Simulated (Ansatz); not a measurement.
# BaH2 (Pnma): band gap by G0W0 on HSE06, part 2 of 2

Wanted: the gap of BaH2 (Pnma) with a many-body correction, and the time that it takes.

Ansatz 0.2.0; HSE06, then G0W0 on it, plane waves, PAW. Known limits of the many-body steps: finite bands, screening cutoff and k mesh; no spin-orbit coupling in G0W0.

So far. Step 2 (HSE06 levels on the mesh and at listed points): Over mesh and listed points the gap is 3.901 eV, from k = Γ to k = (0.500, 0.350, 0.000). The least direct gap found is 4.506 eV, at k = (-0.500, 0.333, 0.000). On the 2×4×2 mesh alone the same run gives 4.051 eV, so that mesh misses an edge of HSE06: 4.051 − 3.901 = +0.150 eV.

In doubt: masses and optical values from hybrid runs of this build are listed as unsure (step 3), which bears on the screening that GW takes from such a start.

## 3. One-shot GW

G0W0 replaces the xc potential by a self-energy built once from the orbitals of the start. Levels are corrected in the window of bands that the input names, at points of the mesh.

This step: G0W0 on HSE06, plane waves, PAW; PAW set soft_1.

input.yaml reads:

```yaml
crystal:
  lattice:
    - [6.792, 0.0, 0.0]
    - [0.0, 4.168, 0.0]
    - [0.0, 0.0, 7.858]
  atoms:
    - { symbol: Ba, position: [0.26029, 0.25, 0.88863] }
    - { symbol: Ba, position: [0.23971, 0.75, 0.38863] }
    - { symbol: Ba, position: [0.76029, 0.25, 0.61137] }
    - { symbol: Ba, position: [0.73971, 0.75, 0.11137] }
    - { symbol: H, position: [0.043, 0.25, 0.174] }
    - { symbol: H, position: [0.457, 0.75, 0.674] }
    - { symbol: H, position: [0.543, 0.25, 0.326] }
    - { symbol: H, position: [0.957, 0.75, 0.826] }
    - { symbol: H, position: [0.646, 0.25, 0.9135] }
    - { symbol: H, position: [0.854, 0.75, 0.4135] }
    - { symbol: H, position: [0.146, 0.25, 0.5865] }
    - { symbol: H, position: [0.354, 0.75, 0.0865] }
kpoints:
  mp_grid: { grid: [2, 4, 2] }
hamiltonian:
  xc: hse06
  pseudopotentials: { kind: paw, azcp: { folder: soft_1 } }
scf:
  occupations: { method: fixed }
gw:
  n_empty_bands: 1022
  ecut_chi: 160.0
  qp_bands: [v4, c4]
  qp_kpoints: band_edges
  screening: { model: contour_deformation }
```

On the command line:

```sh
$ ansatz run input.yaml --threads 3 --pin off --max-ram 92160MiB --backend cuda --events-out ev --progress --plain --runs-dir out --devices 1 --max-vram 13GiB
```

Numbers of over 12 decimals in the logs are rounded to 6 here.

The log of the run:

```text
GPUs: using 1 of 1 available (devices: 1).
[...]
GPU FFT provider: cuFFT
GPU libraries: cuBLAS 13.8.2, cuFFT 12.4.0, cuSOLVER 12.3.4
Crystal: 12 atoms, lattice volume = 222.453 Å³
Basis set: ecut = 420 eV, 4329 PW (Γ)
Bands: 36, of which v1, the nominal top of the filled ones, is band 24 counted from 1 (23 counted from 0)
Symmetry: 8 space group operations
[...]
k-points: 12 of 16
[...]
GPU buffer pool allocated for 77760 grid points (all kernels)
[...]
SCF iter   1: F=—  HF=-23933.631673 eV  |F-HF|=—  |Δ(HF+E_count)|=         —  Δρ=4.99e-2  dr2=6.42e0  ethr=1.00e-1  ⟨swp⟩=7.0  Hψ=1597  notcnv=0
[...]
SCF iter   5: F=-23931.795369 eV  HF=-23931.795343 eV  |F-HF|=2.58e-5  |Δ(HF+E_count)|=   6.74e-4  Δρ=1.99e-4  dr2=9.00e-5  ethr=3.06e-6  ⟨swp⟩=4.8  Hψ=1497  notcnv=0
SCF 1 stopped early in 5 iterations: F = -23931.795369 eV  dr2 = 9.00e-5
[...]
GPU FFT provider: cuFFT
GPU libraries: cuBLAS 13.8.2, cuFFT 12.4.0, cuSOLVER 12.3.4
[...]
GPU buffer pool allocated for 77760 grid points (all kernels)
[...]
Frozen-core exchange: fock
SCF iter   1: F=—  HF=-23951.963084 eV  |F-HF|=—  |Δ(HF+E_count)|=         —  Δρ=2.06e-3  dr2=1.45e-2  ethr=1.87e-6  ⟨swp⟩=9.2  Hψ=2603  notcnv=0
[...]
SCF iter   6: F=-23951.969203 eV  HF=-23951.969203 eV  |F-HF|=4.17e-8  |Δ(HF+E_count)|=   6.05e-6  Δρ=5.52e-6  dr2=6.01e-7  ethr=2.10e-8  ⟨swp⟩=3.0  Hψ=1174  notcnv=0
SCF 2 stopped early in 6 iterations: F = -23951.969203 eV  dr2 = 6.01e-7
[...]
hybrid outer 1: dexx = +1.161e-2 eV, tail = 1.62e-5 eV
GPU FFT provider: cuFFT
GPU libraries: cuBLAS 13.8.2, cuFFT 12.4.0, cuSOLVER 12.3.4
GPU buffer pool allocated for 77760 grid points (all kernels)
[...]
Frozen-core exchange: fock
SCF iter   1: F=—  HF=-23951.969407 eV  |F-HF|=—  |Δ(HF+E_count)|=         —  Δρ=2.53e-5  dr2=1.11e-6  ethr=1.69e-7  ⟨swp⟩=4.8  Hψ=1240  notcnv=0
[...]
SCF iter   2: F=-23951.969407 eV  HF=-23951.969407 eV  |F-HF|=3.91e-9  |Δ(HF+E_count)|=   2.74e-7  Δρ=9.10e-6  dr2=9.81e-8  ethr=1.26e-10  ⟨swp⟩=3.3  Hψ=2493  notcnv=0
SCF 3 converged in 2 iterations: F = -23951.969407 eV  dr2 = 9.81e-8
[...]
NSCF: frozen V_eff on 12 k-points
Exchange-term sweep: 0 of 12 (spin, k) points
Exchange-term sweep: 1 of 12 (spin, k) points
Exchange-term sweep: 2 of 12 (spin, k) points
Exchange-term sweep: 3 of 12 (spin, k) points
Exchange-term sweep: 4 of 12 (spin, k) points
Exchange-term sweep: 5 of 12 (spin, k) points
Exchange-term sweep: 6 of 12 (spin, k) points
Exchange-term sweep: 7 of 12 (spin, k) points
Exchange-term sweep: 8 of 12 (spin, k) points
Exchange-term sweep: 9 of 12 (spin, k) points
Exchange-term sweep: 10 of 12 (spin, k) points
Exchange-term sweep: 11 of 12 (spin, k) points
Exchange-term sweep: 12 of 12 (spin, k) points
G₀W₀ screening: q 1/12
[... further progress lines ...]
[...]
Free energy (F): -23951.969407 eV
Frozen-core exchange: fock
[...]
Internal energy: -23951.969407 eV  (E = F + TS)
E sigma→0 (E₀):  -23951.969407 eV
Fermi energy:    4.019095 eV
[...]
--- Band table (eV; the first three rows and the last of 12) ---
  k-point 0: bands = [... 20 lower, 3.2924, 3.4035, 3.8469, 4.0191, 8.6790, 8.9675, 9.3175, 9.6411, ... 4 higher]
  k-point 1: bands = [... 20 lower, 3.5264, 3.5264, 3.7748, 3.7748, 8.4447, 8.4447, 8.8820, 8.8820, ... 4 higher]
  k-point 2: bands = [... 20 lower, 3.1845, 3.4522, 3.4621, 3.5782, 8.3960, 8.5783, 9.2153, 9.5410, ... 4 higher]
  k-point 11: bands = [... 20 lower, 3.3972, 3.3972, 3.3972, 3.3972, 8.6043, 8.6043, 8.6043, 8.6043, ... 4 higher]
  guard bands above this table: 4 of the run's 36 bands. The solve was not asked for them (output.publish_guard_bands: true or output.eigenvalues: true publishes all)
--- G₀W₀: contour deformation, 6 samples at zero and on the imaginary axis and 1 off it, 16 q-points, 1022 empty bands' worth ---
  eigenvalues of the whole cell's RPA ε∞ on this k-mesh (on a slab, of 1 + 4πα/V) = 3.1657, 3.3052, 3.4118; static W/v taken at q = 0 is 0.303118
  bands read: the sum over 1046 bands ends inside a degenerate multiplet in 2 slots, whose members it reads at an even weight; the widest, k=10: bands 1045 to 1048 (counted from 1) at 2/4 each
  gw.qp_kpoints: band_edges: 11 of 12 stored k-points solved, in 1 pass; an edge of the gap read off the rows below is read off those points alone
    valence top: of the k-points left out ik 3 came nearest to being solved in a further pass, in band 23 (counted from 1, as in the quasiparticle table): it holds the edge there only if its correction is more favourable than any solved in that band by at least 0.504 eV; those differ by 0.011 eV
    conduction bottom: of the k-points left out ik 3 came nearest to being solved in a further pass, in band 25 (counted from 1, as in the quasiparticle table): it holds the edge there only if its correction is more favourable than any solved in that band by at least 0.693 eV; those differ by 0.047 eV
    ik  band        ε_KS         Σx   Σc(E_QP)       V_xc       Z   E_QP_lin       E_QP  E_QP is
     0    21      3.2924   -14.0996     1.8930   -11.3386  0.7785     2.4130     2.4244  root
     0    22      3.4035   -15.4616     1.8958   -12.7039  0.7880     2.5313     2.5415  root
     0    23      3.8469   -15.1217     1.8586   -12.3857  0.7860     2.9590     2.9695  root
     0    24      4.0191   -14.5711     1.7020   -12.0031  0.7883     3.1435     3.1530  root
     0    25      8.6790    -5.2314    -3.7216    -9.3403  0.8255     9.0679     9.0662  root
     0    26      8.9675    -5.3461    -3.6849    -9.3913  0.8244     9.3294     9.3279  root
     0    27      9.3175    -5.3160    -3.9241    -9.6426  0.8189     9.7220     9.7200  root
     0    28      9.6411    -5.4562    -3.8970    -9.7972  0.8205    10.0874    10.0850  root
     1    21      3.5264   -14.2397     1.8501   -11.5168  0.7809     2.6426     2.6537  root
     1    22      3.5264   -14.2397     1.8501   -11.5168  0.7809     2.6426     2.6537  root
     1    23      3.7748   -14.7196     1.7722   -12.0811  0.7877     2.8986     2.9085  root
     1    24      3.7748   -14.7196     1.7722   -12.0811  0.7877     2.8986     2.9085  root
     1    25      8.4447    -5.0190    -3.6711    -9.0507  0.8264     8.8066     8.8052  root
     1    26      8.4447    -5.0190    -3.6711    -9.0507  0.8264     8.8066     8.8052  root
     1    27      8.8820    -5.1281    -3.7500    -9.2559  0.8254     9.2615     9.2599  root
     1    28      8.8820    -5.1281    -3.7500    -9.2559  0.8254     9.2615     9.2599  root
     2    21      3.1845   -15.2892     1.9490   -12.4806  0.7853     2.3143     2.3250  root
     2    22      3.4522   -14.6131     1.8539   -11.8910  0.7843     2.5733     2.5840  root
     2    23      3.4621   -14.7921     1.9054   -12.0144  0.7831     2.5788     2.5898  root
     2    24      3.5782   -14.4337     1.8290   -11.7339  0.7839     2.6969     2.7075  root
     2    25      8.3960    -4.9951    -3.5830    -8.9339  0.8295     8.7531     8.7518  root
     2    26      8.5783    -4.8489    -3.6682    -8.8656  0.8262     8.9281     8.9268  root
     2    27      9.2153    -5.2314    -3.8324    -9.4441  0.8199     9.5975     9.5957  root
     2    28      9.5410    -4.9794    -3.8916    -9.2580  0.8188     9.9299     9.9280  root
     4    21      3.0987   -15.1700     1.9787   -12.3297  0.7834     2.2262     2.2371  root
     4    22      3.0987   -15.1700     1.9787   -12.3297  0.7834     2.2262     2.2371  root
     4    23      3.1518   -14.4309     1.9745   -11.5870  0.7782     2.2706     2.2824  root
     4    24      3.1518   -14.4309     1.9745   -11.5870  0.7782     2.2706     2.2824  root
     4    25      8.5061    -4.8564    -3.6683    -8.8751  0.8260     8.8579     8.8566  root
     4    26      8.5061    -4.8564    -3.6683    -8.8751  0.8260     8.8579     8.8566  root
     4    27      8.5828    -4.9719    -3.6073    -8.9321  0.8284     8.9370     8.9357  root
     4    28      8.5828    -4.9719    -3.6073    -8.9321  0.8284     8.9370     8.9357  root
     5    21      2.9724   -14.0226     1.9574   -11.1983  0.7769     2.0936     2.1056  root
     5    22      2.9724   -14.0226     1.9574   -11.1983  0.7769     2.0936     2.1056  root
     5    23      3.4802   -15.4506     1.9442   -12.6372  0.7855     2.6004     2.6110  root
     5    24      3.4802   -15.4506     1.9442   -12.6372  0.7855     2.6004     2.6110  root
     5    25      8.7334    -5.0637    -3.6831    -9.1128  0.8251     9.1009     9.0994  root
     5    26      8.7334    -5.0637    -3.6831    -9.1128  0.8251     9.1009     9.0994  root
     5    27      9.3952    -5.2505    -3.7058    -9.3080  0.8215     9.7483     9.7469  root
     5    28      9.3952    -5.2505    -3.7058    -9.3080  0.8215     9.7483     9.7469  root
[...]
10    25      8.2923    -4.9143    -3.6258    -8.8840  0.8278     8.6376     8.6363  root
    10    26      8.2923    -4.9143    -3.6258    -8.8840  0.8278     8.6376     8.6363  root
    10    27      8.2923    -4.9143    -3.6258    -8.8840  0.8278     8.6376     8.6363  root
    10    28      8.2923    -4.9143    -3.6258    -8.8840  0.8278     8.6376     8.6363  root
    11    21      3.3972   -15.1349     1.9207   -12.3469  0.7845     2.5192     2.5300  root
    11    22      3.3972   -15.1349     1.9207   -12.3469  0.7845     2.5192     2.5300  root
    11    23      3.3972   -15.1349     1.9207   -12.3469  0.7845     2.5192     2.5300  root
    11    24      3.3972   -15.1349     1.9207   -12.3469  0.7845     2.5192     2.5300  root
    11    25      8.6043    -5.0270    -3.6419    -9.0090  0.8255     8.9456     8.9443  root
    11    26      8.6043    -5.0270    -3.6419    -9.0090  0.8255     8.9456     8.9443  root
    11    27      8.6043    -5.0270    -3.6419    -9.0090  0.8255     8.9456     8.9443  root
    11    28      8.6043    -5.0270    -3.6419    -9.0090  0.8255     8.9456     8.9443  root
```

Run time: 2.8 min. Hardware: 1 × NVIDIA H100 80GB HBM3 (shared by 6 runs) with 3 threads of AMD EPYC 7R13 (Zen 3), shared host; peak memory 4 GiB.

Numbers from this step:

| Quantity | Value |
| --- | --- |
| bands summed | 1046 |
| RPA ε∞ on this mesh (eigenvalues) | 3.166, 3.305, 3.412 |
| plane waves in the screening matrix | 1019 |
| q-points in the mesh | 16 |
| G0W0 gap over the corrected points | 5.258 eV |
| k of the valence top | 0, 0, 0 |
| k of the conduction bottom | -0.5, 0.25, 0 |
| starting gap on the mesh | 4.052 eV |
| Z at the valence top | 0.7883 |
| Z at the conduction bottom | 0.8293 |
| least direct G0W0 gap over the corrected points | 5.755 eV |

Over 11 of 12 irreducible mesh points the G0W0 gap is 5.258 eV, from k = Γ to k = (-0.500, 0.250, 0.000). The HSE06 gap of this run on the mesh is 4.052 eV. The two states that bound the G0W0 gap lie that far apart at the start, so the correction of the gap is 5.258 − 4.052 = +1.206 eV.

Labels follow the order of the start: v1 is the top filled band, c1 the lowest empty one; levels that stay degenerate share a row, the window can cut a multiplet, doubted levels are not marked in this list, bands outside the window were not corrected, and the list may be a part of the corrected levels. Levels before and after the correction, in eV, zero at the valence-band top of each column:

```tsv
	conduction bottom	valence top
HSE06	4.05	0.00
G0W0	5.26	0.00
```

```tsv
	level	occupation	energy (eV)
HSE06	Γ v3	2	-0.616
HSE06	Γ v2	2	-0.172
HSE06	Γ v1	2	0.000
HSE06	Γ c1	0	4.660
HSE06	Γ c2	0	4.948
HSE06	Γ c3	0	5.298
HSE06	(-0.5 0.25 0) v3	2	-0.676
HSE06	(-0.5 0.25 0) v2-v1	2	-0.496
HSE06	(-0.5 0.25 0) c1-c2	0	4.052
HSE06	(-0.5 0.25 0) c3	0	4.961
G0W0	Γ v3	2	-0.612
G0W0	Γ v2	2	-0.184
G0W0	Γ v1	2	0.000
G0W0	Γ c1	0	5.913
G0W0	Γ c2	0	6.175
G0W0	Γ c3	0	6.567
G0W0	(-0.5 0.25 0) v3	2	-0.681
G0W0	(-0.5 0.25 0) v2-v1	2	-0.497
G0W0	(-0.5 0.25 0) c1-c2	0	5.258
G0W0	(-0.5 0.25 0) c3	0	6.198
```

The parts of the quasiparticle energy for the two states that bound the G0W0 gap, in eV on the run's own scale (QP = start + Σx + Σc − Vxc, with Σc at the quasiparticle energy):

```tsv
edge	k	band	start	Σx	Σc	Vxc	Z	QP
valence top	Γ	24	4.019	−14.571	1.702	−12.003	0.788	3.153
conduction bottom	(-0.500, 0.250, 0.000)	25	8.071	−4.809	−3.593	−8.743	0.829	8.412
```

For a hybrid start, Vxc holds its share of exact exchange.

## 4. Side by side

Each gap is the least one over the points named; times are wall times on shared hosts, not benchmarks. A G0W0 time includes the run's own self-consistent start. Runs with listed points see these and the mesh alone, so an edge that moves elsewhere is missed.

```tsv
level	mesh	files, cutoff	bands summed, screening	points	gap (eV)	valence top	conduction bottom	least direct gap (eV)	time
HSE06	2×4×2	soft_1 PAW, 420 eV	-	mesh and listed points	3.901	Γ	(0.500, 0.350, 0.000)	4.506	30 s
G0W0@HSE06	2×4×2	soft_1 PAW, 420 eV	1046, 160 eV	11 of 12 irreducible mesh points	5.258	Γ	(-0.500, 0.250, 0.000)	5.755	2.8 min
```

## 5. Summary of results

```
HSE06 gap over mesh and listed points                : 3.901 eV, from k = Γ to k = (0.500, 0.350, 0.000)
G0W0@HSE06 gap over 11 of 12 irreducible mesh points : 5.258 eV, from k = Γ to k = (-0.500, 0.250, 0.000)
GW settings                                          : 2×4×2 mesh, 1022 empty bands, screening to 160 eV, PAW set soft_1 files
known limits                                         : finite bands, screening cutoff and k mesh; no spin-orbit coupling in G0W0
```

In words: Over 11 of 12 irreducible mesh points the G0W0 gap is 5.258 eV, from k = Γ to k = (-0.500, 0.250, 0.000). The HSE06 gap of this run on the mesh is 4.052 eV. The two states that bound the G0W0 gap lie that far apart at the start, so the correction of the gap is 5.258 − 4.052 = +1.206 eV. The valence state moves by 3.153 − 4.019 = −0.866 eV and the conduction state by 8.412 − 8.071 = +0.341 eV, on the run's own scale; how far single levels stand from their limit in bands is not shown. Over mesh and listed points, HSE06 puts the conduction bottom at k = (0.500, 0.350, 0.000), where no G0W0 correction was computed. The G0W0 gap over the whole zone is therefore not known from this run; at its settings it can only be equal to or under the 5.258 eV found, and no correction is carried over from another point. For the start itself the gap is 3.901 eV over mesh and listed points and 4.052 eV on the mesh of the G0W0 run. No second run with other bands and screening cutoff is shown, so the distance to the basis limit is not known. On another start, G0W0@LDA runs of this series (2×4×2 mesh, soft_1 PAW; not shown as steps) give 4.403 eV with 191 bands and 48 eV, 4.516 eV with 499 bands and 96 eV and 4.579 eV with 1046 bands and 160 eV. G0W0 on other starts in this series, not shown as steps and not all at these settings: 4.579 eV on LDA (2×4×2, soft_1 PAW, 1046 bands, 160 eV) and 4.993 eV on r2SCAN (2×4×2, soft_1 PAW, 1046 bands, 160 eV). Two runs of this series at another level, not shown as steps, test spin-orbit coupling. LDA+SOC against LDA: 2.626 − 2.630 = −0.004 eV, with the same mesh, set of files (read in its fully relativistic form for the spin-orbit run) and cutoff, and both edges at the same k points. The spin-orbit run sees mesh and listed points alone, so its gap is an upper bound: the coupling can move an edge off these points, and the change over the zone, its sign included where it is small, is not known. What spin-orbit coupling does to the G0W0 levels was not computed, so no sum with the G0W0 gap is formed. The G0W0 runs are scalar-relativistic. No pair of G0W0 runs that differ in the mesh alone is shown (2×4×2 is a supercell whose nearest images lie 14 Å apart), so the error from the mesh is not known here. G0W0 is shown with one set of atomic data (soft_1 PAW), so the error from the files is not known here.

[Paths, hosts, dates, memory and timing lines, banners, echoed tables and standing remarks are left out of the program output.]

[Logs are printed without paths, hosts, clocks, repeated set-up lines and the standing remarks that a program may print on its own settings, such as how far it seeks lower states.]

[Runs of the session that timed out or met a known fault of the program may be left out.]

[Cells called generated may have been cut or substituted from an entry of the Crystallography Open Database or the Materials Project.]

[Hosts, paths, dates, database ids (printed as entryN), source tags and the programs' standing remarks are cut or masked in the printed files.]

[Where an RPA ε∞ is given, it is that of the G0W0 mesh and is not shown converged in it. Names of k-points follow the symmetry that the program found, which can be lower than the space group named. Band edges on a path are those of the sampled points; other points can move an edge, and change direct to indirect where valleys lie close.]

[Hybrid gaps are those of their k-mesh and are not shown converged in it.]
